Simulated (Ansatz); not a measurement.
Two G0W0 runs on BaSrTi2O6 (perovskite [001] superlattice).

The cell holds 20 atoms: 2 Sr, 12 O, 4 Ti and 2 Ba. Cell: a = 3.923 Å, b = 3.923 Å, c = 15.891 Å, α = 90.0°, β = 90.0°, γ = 90.0°. It derives from SrTiO3. Regions: SrTiO3, 10 atoms (2 Sr, 6 O and 2 Ti); BaTiO3, 10 atoms (2 Ba, 6 O and 2 Ti). The structure's axis is c.

```xyz
20
Lattice="3.9230 0.0000 0.0000 0.0000 3.9230 0.0000 0.0000 0.0000 15.8915" Properties=species:S:1:pos:R:3 pbc="T T T"
Sr    0.0000    0.0000    0.8989
O     1.9615    1.9615    0.9911
Ti    1.9615    1.9615    2.8349
O     1.9615    0.0000    2.9491
O     0.0000    1.9615    2.9491
Sr    0.0000    0.0000    4.7963
O     1.9615    1.9615    4.8895
Ti    1.9615    1.9615    6.7218
O     1.9615    0.0000    6.8155
O     0.0000    1.9615    6.8155
Ba    0.0000    0.0000    8.7952
O     1.9615    1.9615    8.9001
Ti    1.9615    1.9615   10.7691
O     1.9615    0.0000   10.8866
O     0.0000    1.9615   10.8866
Ba    0.0000    0.0000   12.8493
O     1.9615    1.9615   12.9478
Ti    1.9615    1.9615   14.8286
O     1.9615    0.0000   14.9651
O     0.0000    1.9615   14.9651
```

The structure was relaxed with PBEsol. The runs that relaxed it are not among those shown. Spin-orbit coupling is left out unless a run names it.

The first (Ansatz 0.2.0; start PBEsol, 6×6×2 mesh, 823 empty bands, screening to 130 eV, PAW set soft_1 files; 1 × NVIDIA H100 80GB HBM3 (shared by 6 runs) with 3 threads of AMD EPYC 7R13 (Zen 3), shared host) gave, on its mesh: starting gap 1.85 eV, G0W0 gap 3.52 eV, RPA ε∞ (mean) 5.98, 5.9 min.

The second gave: starting gap 1.85 eV, G0W0 gap 3.58 eV, RPA ε∞ (mean) 6.06, 91 s.

**Question.** What was changed in the input? Choose among start, files, mesh, bands and cutoff, frequency model or another key.

Changed: empty bands from 823 to 339 and screening cutoff (eV) from 130.0 to 72. The starting gap stayed, which rules out the functional and points to the GW step. Other changes could give like numbers; this is the one that was made.

Limits: not at the basis limit; no spin-orbit coupling.

[Paths, hosts, dates, memory and timing lines, banners, echoed tables and standing remarks are left out of the program output.]

[Logs are printed without paths, hosts, clocks, repeated set-up lines and the standing remarks that a program may print on its own settings, such as how far it seeks lower states.]

[Runs of the session that timed out or met a known fault of the program may be left out.]

[Cells called generated may have been cut or substituted from an entry of the Crystallography Open Database or the Materials Project.]

[Hosts, paths, dates, database ids (printed as entryN), source tags and the programs' standing remarks are cut or masked in the printed files.]
